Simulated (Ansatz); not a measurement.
# A convergence test on Ta3N5 (Cmcm): k mesh of the density

How far can the k mesh of the density be lowered for the gap of Ta3N5 (Cmcm)?

Main program and level: Ansatz 0.2.0; DFT, r2SCAN, plane waves, PAW.

Most raw output is cut from this account.

### 1. The structure

It takes space group Cmcm (No. 63, orthorhombic). The conventional cell has a = 3.886 Å, b = 10.212 Å, c = 10.262 Å, α = 90.00°, β = 90.00°, γ = 90.00°. Ta has 6 N at 2.04 to 2.14 Å nearest. Nearest to Ta lie 6 N at 1.96 to 2.24 Å. Nearest to N lie 4 Ta at 2.06 to 2.22 Å. Nearest to N lie 3 Ta at 1.96 to 2.04 Å. N has 4 Ta at 2.03 to 2.24 Å nearest. Farther neighbours and most contacts between anions are not listed.

Coordinates:

```cif
data_structure
_symmetry_space_group_name_H-M 'P 1'
_symmetry_Int_Tables_number 1
_cell_length_a 5.4631
_cell_length_b 5.4631
_cell_length_c 10.2624
_cell_angle_alpha 90.000
_cell_angle_beta 90.000
_cell_angle_gamma 138.330
_cell_volume 203.63
loop_
_atom_site_label
_atom_site_type_symbol
_atom_site_fract_x
_atom_site_fract_y
_atom_site_fract_z
_atom_site_occupancy
Ta1 Ta 0.80290 0.19710 0.25000 1
Ta2 Ta 0.19710 0.80290 0.75000 1
Ta3 Ta 0.86545 0.13455 0.55906 1
Ta4 Ta 0.13455 0.86545 0.05906 1
Ta5 Ta 0.13455 0.86545 0.44094 1
Ta6 Ta 0.86545 0.13455 0.94094 1
N7 N 0.23678 0.76322 0.25000 1
N8 N 0.76322 0.23678 0.75000 1
N9 N 0.95299 0.04701 0.11949 1
N10 N 0.04701 0.95299 0.61949 1
N11 N 0.04701 0.95299 0.88051 1
N12 N 0.95299 0.04701 0.38051 1
N13 N 0.69138 0.30862 0.07378 1
N14 N 0.30862 0.69138 0.57378 1
N15 N 0.30862 0.69138 0.92622 1
N16 N 0.69138 0.30862 0.42622 1
```

The cell and positions come from the Crystallography Open Database and are kept as given unless a step says otherwise. Spin-orbit coupling is left out unless a step names it. The default PAW set here is soft_2. Its files were made with PBE.

### 2. k mesh of the density: 2×2×1

File input.yaml:

```yaml
crystal:
  lattice:
    - [1.9431, -5.1059, 0.0]
    - [1.9431, 5.1059, 0.0]
    - [0.0, 0.0, 10.2624]
  atoms:
    - { symbol: Ta, position: [0.8029, 0.1971, 0.25] }
    - { symbol: Ta, position: [0.1971, 0.8029, 0.75] }
    - { symbol: Ta, position: [0.86545, 0.13455, 0.55906] }
    - { symbol: Ta, position: [0.13455, 0.86545, 0.05906] }
    - { symbol: Ta, position: [0.13455, 0.86545, 0.44094] }
    - { symbol: Ta, position: [0.86545, 0.13455, 0.94094] }
    - { symbol: "N", position: [0.23678, 0.76322, 0.25] }
    - { symbol: "N", position: [0.76322, 0.23678, 0.75] }
    - { symbol: "N", position: [0.95299, 0.04701, 0.11949] }
    - { symbol: "N", position: [0.04701, 0.95299, 0.61949] }
    - { symbol: "N", position: [0.04701, 0.95299, 0.88051] }
    - { symbol: "N", position: [0.95299, 0.04701, 0.38051] }
    - { symbol: "N", position: [0.69138, 0.30862, 0.07378] }
    - { symbol: "N", position: [0.30862, 0.69138, 0.57378] }
    - { symbol: "N", position: [0.30862, 0.69138, 0.92622] }
    - { symbol: "N", position: [0.69138, 0.30862, 0.42622] }
kpoints:
  mp_grid: { grid: [2, 2, 1] }
  band_path:
    path:
      - [0.0, 0.0, 0.0]
      - [-0.5, 0.5, 0.0]
      - [-0.28620643, 0.71379357, 0.0]
      - [0.28620643, 0.28620643, 0.0]
      - [0.0, 0.0, 0.5]
      - [0.28620643, 0.28620643, 0.5]
      - [-0.28620643, 0.71379357, 0.5]
      - [-0.5, 0.5, 0.5]
      - [0.143103215, 0.143103215, 0.0]
      - [-0.25, 0.25, 0.0]
    npoints: 1
hamiltonian:
  xc: r2scan
scf:
  occupations: { method: fixed }
  n_extra_bands: 9
output:
  eigenvalues: true
  write_density: true
  write_potential: true
  elf: true
  volumetric_format: npy
```

On the command line:

```sh
> ansatz run input.yaml --threads 3 --pin off --max-ram 92160MiB --backend cuda --events-out ev --progress --plain --runs-dir out --devices 1 --max-vram 13GiB
```

Wall time 5.7 s (1 × NVIDIA H100 80GB HBM3 (shared by 6 runs) with 3 threads of AMD EPYC 7R13 (Zen 3), shared host); peak memory 1.3 GiB; 6.5 s of CPU time.

Numbers from this step:

```yaml
gap: 1.551 eV
valence_top_at: k = (0.143, 0.143, 0.000)
conduction_bottom_at: Y
least_direct_gap: 1.814 eV
```

The gap is indirect, with the least direct gap 0.26 eV higher.

### 3. k mesh of the density: 4×4×2

input.yaml, as its differences from that of step 2:

```diff
@@ -23,3 +23,3 @@
 kpoints:
-  mp_grid: { grid: [2, 2, 1] }
+  mp_grid: { grid: [4, 4, 2] }
   band_path:
```

The job ended after 5.3 s (1 × NVIDIA H100 80GB HBM3 (shared by 6 runs) with 3 threads; peak memory 1.3 GiB).

Numbers from this step:

| Property | Result |
| --- | --- |
| gap | 1.541 eV |
| valence top at | k = (0.143, 0.143, 0.000) |
| conduction bottom at | Y |
| least direct gap | 1.799 eV |

The gap is 1.541 eV, −0.010 eV from the run before at this level.

### 4. k mesh of the density: 6×6×2 (the default)

input.yaml, the sections that differ from step 3:

```yaml
kpoints:
  mp_grid: { grid: [6, 6, 2] }
  band_path:
    path:
      - [[0.0, 0.0, 0.0], [-0.5, 0.5, 0.0], [-0.28620643, 0.71379357, 0.0]]
      - [[0.28620643, 0.28620643, 0.0], [0.0, 0.0, 0.0], [0.0, 0.0, 0.5], [0.28620643, 0.28620643, 0.5]]
      - [[-0.28620643, 0.71379357, 0.5], [-0.5, 0.5, 0.5], [-0.5, 0.5, 0.0]]
      - [[0.0, 0.0, 0.0], [0.0, 0.5, 0.0], [0.0, 0.5, 0.5], [0.0, 0.0, 0.5], [-0.5, 0.5, 0.5]]
    npoints: 10
scf:
  occupations: { method: fermi_dirac, width: 0.02 }
  n_extra_bands: 9
# crystal, hamiltonian, output: as in step 3
```

Elapsed: 13 s, on 1 × NVIDIA H100 80GB HBM3 (shared by 6 runs) with 3 threads; peak memory 1.4 GiB.

Numbers from this step:

| Property | Result |
| --- | --- |
| gap | 1.545 eV |
| valence top at | k = (0.143, 0.143, 0.000) |
| conduction bottom at | Y |
| least direct gap | 1.805 eV |

The gap is 1.545 eV, +0.005 eV from the run before at this level.

### 5. k mesh of the density: 10×10×4

input.yaml, the sections that differ from step 4:

```yaml
kpoints:
  mp_grid: { grid: [10, 10, 4] }
  band_path:
    path:
      - [0.0, 0.0, 0.0]
      - [-0.5, 0.5, 0.0]
      - [-0.28620643, 0.71379357, 0.0]
      - [0.28620643, 0.28620643, 0.0]
      - [0.0, 0.0, 0.5]
      - [0.28620643, 0.28620643, 0.5]
      - [-0.28620643, 0.71379357, 0.5]
      - [-0.5, 0.5, 0.5]
      - [0.143103215, 0.143103215, 0.0]
      - [-0.25, 0.25, 0.0]
    npoints: 1
scf:
  occupations: { method: fixed }
  n_extra_bands: 9
# crystal, hamiltonian, output: as in step 4
```

Wall time 11 s (1 × NVIDIA H100 80GB HBM3 (shared by 6 runs) with 3 threads); peak memory 1.8 GiB; 20 s of CPU time.

Numbers from this step:

| Property | Result |
| --- | --- |
| gap | 1.546 eV |
| valence top at | k = (0.143, 0.143, 0.000) |
| conduction bottom at | Y |
| least direct gap | 1.806 eV |

The gap is 1.546 eV, +0.001 eV from the run before at this level.

### 6. The series

Differences are against the last row; a negative gap means that bands overlap, and a run with a band path holds that path's time. Times are wall times on 1 × NVIDIA H100 80GB HBM3 (shared by 6 runs) with 3 threads of AMD EPYC 7R13 (Zen 3), shared host, good to a factor of about two.

```tsv
k mesh of the density	gap (eV)	direct gap (eV)	gap error (eV)	energy error (meV/atom)	irreducible k	time
2×2×1	1.551	1.814	+0.005	−44.5	3	5.7 s
4×4×2	1.541	1.799	−0.005	+2.7	14	5.3 s
6×6×2	1.545	1.805	−0.001	+0.3	26	13 s
10×10×4	1.546	1.806	+0.000	+0.0	93	11 s
```

### 7. What came out

```
2×2×1   : 1.551 eV
4×4×2   : 1.541 eV
6×6×2   : 1.545 eV
10×10×4 : 1.546 eV
```

What this shows: The gap holds to 0.02 eV from 2×2×1 on, the cheapest setting tried. At 2×2×1 the gap is off by +0.005 eV and the energy by −44 meV/atom. The gap is read over the mesh and added points near the edges, so meshes differ mainly through the density and, for a hybrid, the exchange operator.

[Paths, hosts, dates, memory and timing lines, banners, echoed tables and standing remarks are left out of the program output.]

[Logs are printed without paths, hosts, clocks, repeated set-up lines and the standing remarks that a program may print on its own settings, such as how far it seeks lower states.]

[Runs of the session that timed out or met a known fault of the program may be left out.]

[Cells called generated may have been cut or substituted from an entry of the Crystallography Open Database or the Materials Project.]

[Hosts, paths, dates, database ids (printed as entryN), source tags and the programs' standing remarks are cut or masked in the printed files.]
